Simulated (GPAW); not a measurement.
**Ballistic transport through a carbon nanotube (4, 4); one C replaced by P, cheap and dear**

Wanted: the zero-bias transmission of a carbon nanotube (4, 4); one C replaced by P on a ladder of levels, with run times.

Program: GPAW 26.7.0. Level of theory: GPAW LCAO, PAW setups; Landauer transmission from Green's functions with principal layers (ASE), zero bias. Results are calculated unless marked as measured.

## Step 1: Starting point

The cell holds 192 atoms: 191 C and 1 P. Its edges and angles: a = 13.424 Å, b = 13.424 Å, c = 29.514 Å, α = 90.0°, β = 90.0°, γ = 90.0°. Regions: left lead, 80 atoms (80 C); channel, 32 atoms (31 C and 1 P); right lead, 80 atoms (80 C). Vacuum lies along a and b. The structure is stacked along c, and the current runs across the ab planes.

## Step 2: Single-zeta polarised basis

One radial function a shell plus polarisation makes the matrices smaller; the question is what that costs.

Input file run.py:

```python
import json
import numpy as np
from ase import Atoms
from ase.transport.calculators import TransportCalculator
from gpaw import GPAW, FermiDirac
from gpaw.lcao.tools import get_lcao_hamiltonian
from scipy.linalg import eigh

# The junction with lead layers at both ends, along the third cell vector
device = Atoms(
    ['C', 'C', 'C', 'C', 'C', 'C', 'C', 'C', 'C', 'C', 'C', 'C', 'C', 'C', 'C', 'C', 'C', 'C', 'C', 'C', 'C', 'C', 'C', 'C', 'C', 'C', 'C', 'C', 'C', 'C', 'C', 'C', 'C', 'C', 'C', 'C', 'C', 'C', 'C', 'C', 'C', 'C', 'C', 'C', 'C', 'C', 'C', 'C', 'C', 'C', 'C', 'C', 'C', 'C', 'C', 'C', 'C', 'C', 'C', 'C', 'C', 'C', 'C', 'C', 'C', 'C', 'C', 'C', 'C', 'C', 'C', 'C', 'C', 'C', 'C', 'C', 'C', 'C', 'C', 'C', 'C', 'C', 'C', 'C', 'C', 'C', 'C', 'C', 'C', 'C', 'C', 'C', 'C', 'C', 'C', 'C', 'P', 'C', 'C', 'C', 'C', 'C', 'C', 'C', 'C', 'C', 'C', 'C', 'C', 'C', 'C', 'C', 'C', 'C', 'C', 'C', 'C', 'C', 'C', 'C', 'C', 'C', 'C', 'C', 'C', 'C', 'C', 'C', 'C', 'C', 'C', 'C', 'C', 'C', 'C', 'C', 'C', 'C', 'C', 'C', 'C', 'C', 'C', 'C', 'C', 'C', 'C', 'C', 'C', 'C', 'C', 'C', 'C', 'C', 'C', 'C', 'C', 'C', 'C', 'C', 'C', 'C', 'C', 'C', 'C', 'C', 'C', 'C', 'C', 'C', 'C', 'C', 'C', 'C', 'C', 'C', 'C', 'C', 'C', 'C', 'C', 'C', 'C', 'C', 'C', 'C', 'C', 'C', 'C', 'C', 'C', 'C'],
    positions=[
        [4.00000, 6.71200, 0.61488],
        [4.36334, 5.35600, 0.61488],
        [5.35600, 9.06066, 0.61488],
        [6.71200, 9.42400, 0.61488],
        [6.71200, 4.00000, 0.61488],
        [8.06800, 4.36334, 0.61488],
        [9.06066, 8.06800, 0.61488],
        [9.42400, 6.71200, 0.61488],
        [4.09241, 7.41392, 1.84463],
        [4.79433, 8.62967, 1.84463],
        [4.79433, 4.79433, 1.84463],
        [6.01008, 4.09241, 1.84463],
        [7.41392, 9.33159, 1.84463],
        [8.62967, 8.62967, 1.84463],
        [8.62967, 4.79433, 1.84463],
        [9.33159, 6.01008, 1.84463],
        [4.00000, 6.71200, 3.07439],
        [4.36334, 5.35600, 3.07439],
        [5.35600, 9.06066, 3.07439],
        [6.71200, 9.42400, 3.07439],
        [6.71200, 4.00000, 3.07439],
        [8.06800, 4.36334, 3.07439],
        [9.06066, 8.06800, 3.07439],
        [9.42400, 6.71200, 3.07439],
        [4.09241, 7.41392, 4.30415],
        [4.79433, 8.62967, 4.30415],
        [4.79433, 4.79433, 4.30415],
        [6.01008, 4.09241, 4.30415],
        [7.41392, 9.33159, 4.30415],
        [8.62967, 8.62967, 4.30415],
[... 156 atom lines left out ...]
        [4.79433, 4.79433, 28.89927],
        [6.01008, 4.09241, 28.89927],
        [7.41392, 9.33159, 28.89927],
        [8.62967, 8.62967, 28.89927],
        [8.62967, 4.79433, 28.89927],
        [9.33159, 6.01008, 28.89927]],
    cell=[[13.424, 0.0, 0.0], [0.0, 13.424, 0.0], [0.0, 0.0, 29.51415]],
    pbc=True)

# One principal layer of the lead: the first 48 atoms of the device
lead = Atoms(
    ['C', 'C', 'C', 'C', 'C', 'C', 'C', 'C', 'C', 'C', 'C', 'C', 'C', 'C', 'C', 'C', 'C', 'C', 'C', 'C', 'C', 'C', 'C', 'C', 'C', 'C', 'C', 'C', 'C', 'C', 'C', 'C', 'C', 'C', 'C', 'C', 'C', 'C', 'C', 'C', 'C', 'C', 'C', 'C', 'C', 'C', 'C', 'C'],
    positions=[
        [4.00000, 6.71200, 0.61488],
        [4.36334, 5.35600, 0.61488],
        [5.35600, 9.06066, 0.61488],
        [6.71200, 9.42400, 0.61488],
        [6.71200, 4.00000, 0.61488],
        [8.06800, 4.36334, 0.61488],
        [9.06066, 8.06800, 0.61488],
        [9.42400, 6.71200, 0.61488],
        [4.09241, 7.41392, 1.84463],
        [4.79433, 8.62967, 1.84463],
        [4.79433, 4.79433, 1.84463],
        [6.01008, 4.09241, 1.84463],
        [7.41392, 9.33159, 1.84463],
        [8.62967, 8.62967, 1.84463],
        [8.62967, 4.79433, 1.84463],
        [9.33159, 6.01008, 1.84463],
        [4.00000, 6.71200, 3.07439],
        [4.36334, 5.35600, 3.07439],
        [5.35600, 9.06066, 3.07439],
        [6.71200, 9.42400, 3.07439],
        [6.71200, 4.00000, 3.07439],
        [8.06800, 4.36334, 3.07439],
        [9.06066, 8.06800, 3.07439],
        [9.42400, 6.71200, 3.07439],
        [4.09241, 7.41392, 4.30415],
        [4.79433, 8.62967, 4.30415],
        [4.79433, 4.79433, 4.30415],
        [6.01008, 4.09241, 4.30415],
        [7.41392, 9.33159, 4.30415],
        [8.62967, 8.62967, 4.30415],
        [8.62967, 4.79433, 4.30415],
        [9.33159, 6.01008, 4.30415],
        [4.00000, 6.71200, 5.53390],
        [4.36334, 5.35600, 5.53390],
        [5.35600, 9.06066, 5.53390],
        [6.71200, 9.42400, 5.53390],
        [6.71200, 4.00000, 5.53390],
        [8.06800, 4.36334, 5.53390],
        [9.06066, 8.06800, 5.53390],
        [9.42400, 6.71200, 5.53390],
        [4.09241, 7.41392, 6.76366],
        [4.79433, 8.62967, 6.76366],
        [4.79433, 4.79433, 6.76366],
        [6.01008, 4.09241, 6.76366],
        [7.41392, 9.33159, 6.76366],
        [8.62967, 8.62967, 6.76366],
        [8.62967, 4.79433, 6.76366],
        [9.33159, 6.01008, 6.76366]],
    cell=[[13.424, 0.0, 0.0], [0.0, 13.424, 0.0], [0.0, 0.0, 7.37854]],
    pbc=True)

settings = dict(mode='lcao', basis='szp(dzp)', xc='PBE', h=0.2,
                occupations=FermiDirac(0.1), maxiter=250,
                mixer=dict(beta=0.1, nmaxold=8, weight=100.0),
                convergence=dict(density=0.0001))
energies = np.arange(-2, 2 + 1e-9, 0.05)
eta = 0.0001
n1, n2 = 1, 1
# k and -k transmit alike, so half of the mesh across the current serves
mesh = [(i, j) for i in range(n1) for j in range(n2) if (i, j) <= (-i % n1, -j % n2)]
weights = np.array([1 if (i, j) == (-i % n1, -j % n2) else 2 for i, j in mesh]) / (n1 * n2)

# [... helper functions left out ...]
fermi_lead = ground_state(lead, (1, 1, 15), 'lead.txt')
fermi_device = ground_state(device, (1, 1, 3), 'device.txt')
# [... loop over the mesh left out, but for ...]
        # Shift the lead onto the potential of the device's first layer
        shift = ((H[:, 0, 0] - H0[:, 0, 0]) / S0[0, 0]).real.mean()
# [...]
kT = 8.617333e-5 * 500
bias = [0.1, 0.2, 0.5, 1.0, 1.5, 2.0]
# [... integrals and printing left out ...]
```

Run with:

```sh
> OMP_NUM_THREADS=1 OPENBLAS_NUM_THREADS=1 python run.py
```

The program printed:

```text
basis functions: device 1728, principal layer 432
Fermi level: lead -2.5655 eV, device -2.4397 eV; lead shifted by -0.0095 eV
largest coupling past the next layer 4.46e-15 eV, largest misfit of the first layer 0.027 eV
  E-E_F (eV)   T (one spin)  [channel counts left out]
    -2.000    3.3211e+00
    -1.950    2.9125e+00
    -1.900    2.4146e+00
    -1.850    2.4088e+00
    -1.800    1.4837e+00
    -1.750    9.9825e-01
    -1.700    9.9797e-01
    -1.650    1.9120e+00
    -1.600    1.9337e+00
    -1.550    1.9399e+00
    -1.500    1.9454e+00
    -1.450    1.9513e+00
    -1.400    1.9568e+00
    -1.350    1.9615e+00
    -1.300    1.9651e+00
    -1.250    1.9677e+00
[...]
1.650    6.5345e+00
     1.700    6.5524e+00
     1.750    6.5667e+00
     1.800    6.5783e+00
     1.850    6.5951e+00
     1.900    6.5935e+00
     1.950    6.5991e+00
     2.000    6.6030e+00
conductance at 500 K: 1.9266 G0 a cell; thermopower 1.027 uV/K
current from the zero-bias T(E) at 0.1 V: 14.925 uA
current from the zero-bias T(E) at 0.2 V: 29.839 uA
current from the zero-bias T(E) at 0.5 V: 74.358 uA
current from the zero-bias T(E) at 1.0 V: 145.38 uA
current from the zero-bias T(E) at 1.5 V: 206.47 uA
current from the zero-bias T(E) at 2.0 V: 276.8 uA
```

Run time: 43 min. Hardware: 1 thread of Arm Neoverse V1, shared host; peak memory 3.5 GiB.

This step gave:

| Property | Result |
| --- | --- |
| conductance | 1.927 G₀ |
| largest coupling past the next principal layer | 4.46e-15 eV |
| largest misfit of the first principal layer | 0.02741 eV |
| shift that aligns the lead | -0.009501 eV |
| basis functions of the junction | 1728 |
| basis functions of a principal layer | 432 |
| transmission at the Fermi level (one spin) | 1.929 |

One spin. The transmission, zone mean by energy, zero at the Fermi level:

energy (eV), transmission, zone mean and a bar from the least value:
```
    -2.00       3.32 #############
    -1.90       2.41 #########
    -1.80       1.48 ####
    -1.70       1.00 #
    -1.55       1.94 ######
    -1.45       1.95 ######
    -1.35       1.96 ######
    -1.25       1.97 ######
    -1.15       1.97 ######
    -1.05       1.97 ######
    -1.00       1.97 ######
    -0.90       1.97 ######
    -0.80       1.97 ######
    -0.70       1.97 ######
    -0.60       1.97 ######
    -0.50       1.96 ######
    -0.40       1.96 ######
    -0.25       1.95 ######
    -0.15       1.95 ######
    -0.05       1.94 ######
     0.00       1.93 ######
     0.05       1.92 ######
     0.15       1.90 ######
     0.25       1.86 ######
     0.40       1.75 #####
     0.50       1.53 ####
     0.60       0.71 
     0.70       1.27 ###
     0.80       1.12 ##
     0.90       1.91 ######
     1.05       2.55 #########
     1.15       3.51 ##############
     1.25       5.72 ##########################
     1.35       6.22 ############################
     1.45       6.42 #############################
     1.55       6.49 #############################
     1.70       6.55 ##############################
     1.80       6.58 ##############################
     1.90       6.59 ##############################
     2.00       6.60 ##############################
```

Not self-consistent under bias; the bias window is split evenly. Table of current through one cell, from the zero-bias transmission by bias:

```tsv
bias (V)	current through one cell, from the zero-bias transmission (μA)
0.100	14.9
0.200	29.8
0.500	74.4
1.000	145
1.500	206
2.000	277
```

Transmission of the three most open eigenchannels against energy, zero at the Fermi level:

```tsv
energy (eV)	channel 1	channel 2	channel 3
-2.000	0.999	0.757	0.721
-1.800	0.999	0.185	0.131
-1.600	0.997	0.937	3.3e-11
-1.400	0.995	0.962	0
-1.200	0.993	0.977	0
-1.000	0.990	0.982	0
-0.800	0.987	0.984	0
-0.600	0.984	0.983	0
-0.400	0.982	0.979	0
-0.200	0.977	0.972	0
0.000	0.967	0.961	0
0.200	0.945	0.938	0
0.400	0.891	0.862	2.8e-12
0.600	0.712	5.8e-5	6.4e-6
0.800	0.996	0.120	3.8e-8
1.000	0.974	0.825	0.0515
1.200	0.998	0.968	0.957
1.400	0.998	0.994	0.993
1.600	0.998	0.997	0.997
1.800	0.998	0.998	0.997
2.000	0.999	0.998	0.997
```

Couplings past the next layer reach 4.5e-15 eV, small enough to drop; the matrix elements of the cell's first layer differ from the bulk lead's by up to 0.027 eV. That layer keeps its own values in the calculation, and only beyond it is the lead taken as perfect.

## Step 3: GPAW, sz, basis sz(dzp)

One function for each valence shell of the setup, as for a first survey of a large system.

run.py: that of step 2 with these lines changed.

```diff
@@ -107,3 +107,3 @@
 
-settings = dict(mode='lcao', basis='szp(dzp)', xc='PBE', h=0.2,
+settings = dict(mode='lcao', basis='sz(dzp)', xc='PBE', h=0.2,
                 occupations=FermiDirac(0.1), maxiter=250,
```

The program printed:

```text
basis functions: device 768, principal layer 192
Fermi level: lead -3.4172 eV, device -3.2821 eV; lead shifted by -0.0111 eV
largest coupling past the next layer 3.36e-15 eV, largest misfit of the first layer 0.031 eV
  E-E_F (eV)   T (one spin)  [channel counts left out]
    -2.000    2.6043e+00
    -1.950    2.7463e+00
    -1.900    2.0081e+00
    -1.850    1.4538e+00
    -1.800    9.9873e-01
    -1.750    1.8737e+00
    -1.700    1.9227e+00
    -1.650    1.9325e+00
    -1.600    1.9394e+00
    -1.550    1.9462e+00
    -1.500    1.9529e+00
    -1.450    1.9588e+00
    -1.400    1.9639e+00
    -1.350    1.9680e+00
    -1.300    1.9712e+00
    -1.250    1.9737e+00
[...]
1.650    6.2934e+00
     1.700    6.3968e+00
     1.750    6.4791e+00
     1.800    6.5426e+00
     1.850    6.5925e+00
     1.900    6.6325e+00
     1.950    6.6650e+00
     2.000    6.6918e+00
conductance at 500 K: 1.9676 G0 a cell; thermopower 0.3187 uV/K
current from the zero-bias T(E) at 0.1 V: 15.244 uA
current from the zero-bias T(E) at 0.2 V: 30.486 uA
current from the zero-bias T(E) at 0.5 V: 76.161 uA
current from the zero-bias T(E) at 1.0 V: 151.87 uA
current from the zero-bias T(E) at 1.5 V: 226.01 uA
current from the zero-bias T(E) at 2.0 V: 291.02 uA
```

Wall time 6.5 min (1 thread); peak memory 2.3 GiB.

Numbers from this step:

| Item | Value |
| --- | --- |
| conductance | 1.968 G₀ |
| largest coupling past the next principal layer | 3.36e-15 eV |
| largest misfit of the first principal layer | 0.03109 eV |
| shift that aligns the lead | -0.01110 eV |
| basis functions of the junction | 768 |
| basis functions of a principal layer | 192 |
| transmission at the Fermi level (one spin) | 1.968 |

One spin. The transmission, zone mean by energy, zero at the Fermi level:

```tsv
energy (eV)	transmission, zone mean
-2.00	2.60
-1.90	2.01
-1.80	0.999
-1.70	1.92
-1.55	1.95
-1.45	1.96
-1.35	1.97
-1.25	1.97
-1.15	1.98
-1.05	1.98
-0.90	1.98
-0.80	1.98
-0.75	1.98
-0.70	1.98
-0.60	1.98
-0.50	1.98
-0.40	1.98
-0.25	1.98
-0.15	1.97
-0.05	1.97
0.00	1.97
0.05	1.97
0.15	1.96
0.25	1.95
0.40	1.93
0.50	1.91
0.60	1.88
0.70	1.82
0.80	1.72
0.90	1.49
1.05	0.447
1.15	1.28
1.20	1.28
1.25	1.07
1.35	1.13
1.45	4.93
1.55	5.92
1.70	6.40
1.80	6.54
1.90	6.63
2.00	6.69
```

Not self-consistent under bias; the bias window is split evenly. Table of current through one cell, from the zero-bias transmission by bias:

```tsv
bias (V)	current through one cell, from the zero-bias transmission (μA)
0.100	15.2
0.200	30.5
0.500	76.2
1.000	152
1.500	226
2.000	291
```

The transmission of the three most open eigenchannels by energy, zero at the Fermi level:

```tsv
energy (eV)	channel 1	channel 2	channel 3
-2.00	0.999	0.651	0.440
-1.85	0.999	0.180	0.144
-1.70	0.999	0.924	1.6e-10
-1.60	0.999	0.941	8.7e-12
-1.45	0.998	0.961	0
-1.30	0.998	0.973	0
-1.15	0.997	0.980	0
-1.05	0.997	0.982	0
-0.90	0.996	0.984	0
-0.75	0.996	0.986	0
-0.60	0.995	0.986	0
-0.50	0.994	0.986	0
-0.35	0.993	0.985	0
-0.20	0.992	0.984	0
-0.05	0.990	0.980	0
0.00	0.990	0.979	0
0.05	0.989	0.977	0
0.20	0.986	0.969	0
0.35	0.982	0.955	0
0.50	0.976	0.932	0
0.60	0.970	0.906	0
0.75	0.949	0.833	0
0.90	0.831	0.656	1.9e-11
1.05	0.317	0.130	1.4e-9
1.15	0.727	0.555	1.8e-9
1.30	0.424	0.126	8.4e-6
1.45	0.999	0.886	0.884
1.60	0.999	0.985	0.985
1.70	0.999	0.994	0.993
1.85	0.998	0.997	0.996
2.00	0.999	0.998	0.998
```

Between step 2 and this run (basis sz(dzp)) the value for the transmission at the Fermi level (one spin) moves from 1.93 to 1.97 (+2 %).

## Step 4: LDA in the szp basis: xc = "LDA"

Back in the szp basis, the functional changes from PBE to LDA, to set the spread between functionals beside that between bases.

run.py: that of step 3 with these lines changed.

```diff
@@ -107,3 +107,3 @@
 
-settings = dict(mode='lcao', basis='sz(dzp)', xc='PBE', h=0.2,
+settings = dict(mode='lcao', basis='szp(dzp)', xc='LDA', h=0.2,
                 occupations=FermiDirac(0.1), maxiter=250,
```

The program printed:

```text
basis functions: device 1728, principal layer 432
Fermi level: lead -2.7944 eV, device -2.6688 eV; lead shifted by -0.0107 eV
largest coupling past the next layer 3.45e-15 eV, largest misfit of the first layer 0.033 eV
  E-E_F (eV)   T (one spin)  [channel counts left out]
    -2.000    3.4726e+00
    -1.950    3.0997e+00
    -1.900    2.6384e+00
[...]
1.950    6.6039e+00
     2.000    6.6077e+00
conductance at 500 K: 1.9296 G0 a cell; thermopower 0.9977 uV/K
current from the zero-bias T(E) at 0.1 V: 14.948 uA
current from the zero-bias T(E) at 0.2 V: 29.886 uA
current from the zero-bias T(E) at 0.5 V: 74.492 uA
current from the zero-bias T(E) at 1.0 V: 145.89 uA
current from the zero-bias T(E) at 1.5 V: 206.88 uA
current from the zero-bias T(E) at 2.0 V: 276.03 uA
```

The job ended after 41 min (1 thread; peak memory 3.5 GiB).

This step gave:

| Quantity | Value |
| --- | --- |
| conductance | 1.930 G₀ |
| largest coupling past the next principal layer | 3.45e-15 eV |
| largest misfit of the first principal layer | 0.03252 eV |
| shift that aligns the lead | -0.01072 eV |
| basis functions of the junction | 1728 |
| basis functions of a principal layer | 432 |
| transmission at the Fermi level (one spin) | 1.930 |

One spin. The transmission, zone mean by energy, zero at the Fermi level:

energy (eV), transmission, zone mean and a bar from the least value:
```
    -2.00       3.47 ##############
    -1.85       2.11 #######
    -1.70       1.00 #
    -1.60       1.93 ######
    -1.45       1.95 ######
    -1.30       1.97 ######
    -1.15       1.97 ######
    -1.05       1.97 ######
    -1.00       1.97 ######
    -0.90       1.97 ######
    -0.75       1.97 ######
    -0.60       1.97 ######
    -0.50       1.97 ######
    -0.35       1.96 ######
    -0.20       1.95 ######
    -0.05       1.94 ######
     0.00       1.93 ######
     0.05       1.92 ######
     0.20       1.89 ######
     0.35       1.81 #####
     0.50       1.57 ####
     0.60       0.76 
     0.75       1.09 ##
     0.90       1.97 ######
     1.05       2.59 #########
     1.15       3.48 ##############
     1.30       6.04 ###########################
     1.45       6.41 #############################
     1.60       6.51 ##############################
     1.70       6.56 ##############################
     1.85       6.59 ##############################
     2.00       6.61 ##############################
```

The conductance equals that of the szp run to 0.2 %.

## Step 5: All levels side by side

Times are for 1 thread of Arm Neoverse V1, shared host. Results by setting:

```tsv
no.	run	conductance (G₀)	time	memory (GiB)
1	szp	1.927	43 min	3.5
2	sz	1.968	6.5 min	2.3
3	szp LDA	1.930	41 min	3.5
```

## Step 6: Comparison

The curves are compared point by point over the common energies.

This step: comparison of transmission and cost over codes and levels (GPAW 26.7.0).

Ladder, by row:

```tsv
step	code	T at the Fermi level (sum over the listed spins)	conductance (G0)	r.m.s. T(E) from the first	wall time (s)	peak memory (GiB)	threads
szp	GPAW	1.929	1.927	0	2572	3.52	1
sz	GPAW	1.968	1.968	1.26	387.9	2.29	1
szp-LDA	GPAW	1.93	1.93	0.0768	2489	3.52	1
```

Transmission, zone mean, sum over the listed spins against energy, zero at the Fermi level:

```tsv
energy (eV)	szp	sz	szp-LDA
-2.00	3.32	2.60	3.47
-1.90	2.41	2.01	2.64
-1.80	1.48	0.999	1.79
-1.70	0.998	1.92	0.998
-1.55	1.94	1.95	1.94
-1.45	1.95	1.96	1.95
-1.35	1.96	1.97	1.96
-1.25	1.97	1.97	1.97
-1.15	1.97	1.98	1.97
-1.05	1.97	1.98	1.97
-1.00	1.97	1.98	1.97
-0.90	1.97	1.98	1.97
-0.80	1.97	1.98	1.97
-0.70	1.97	1.98	1.97
-0.60	1.97	1.98	1.97
-0.50	1.96	1.98	1.97
-0.40	1.96	1.98	1.96
-0.25	1.95	1.98	1.96
-0.15	1.95	1.97	1.95
-0.05	1.94	1.97	1.94
0.00	1.93	1.97	1.93
0.05	1.92	1.97	1.92
0.15	1.90	1.96	1.90
0.25	1.86	1.95	1.87
0.40	1.75	1.93	1.77
0.50	1.53	1.91	1.57
0.60	0.712	1.88	0.763
0.70	1.27	1.82	1.25
0.80	1.12	1.72	1.03
0.90	1.91	1.49	1.97
1.05	2.55	0.447	2.59
1.15	3.51	1.28	3.48
1.25	5.72	1.07	5.75
1.35	6.22	1.13	6.22
1.45	6.42	4.93	6.41
1.55	6.49	5.92	6.48
1.70	6.55	6.40	6.56
1.80	6.58	6.54	6.58
1.90	6.59	6.63	6.60
2.00	6.60	6.69	6.61
```

[end of part 1 of 2]

[Logs are printed without paths, hosts, clocks, repeated set-up lines and the standing remarks that a program may print on its own settings, such as how far it seeks lower states.]

[Hosts, paths, dates, database ids (printed as entryN), source tags and the programs' standing remarks are cut or masked in the printed files.]
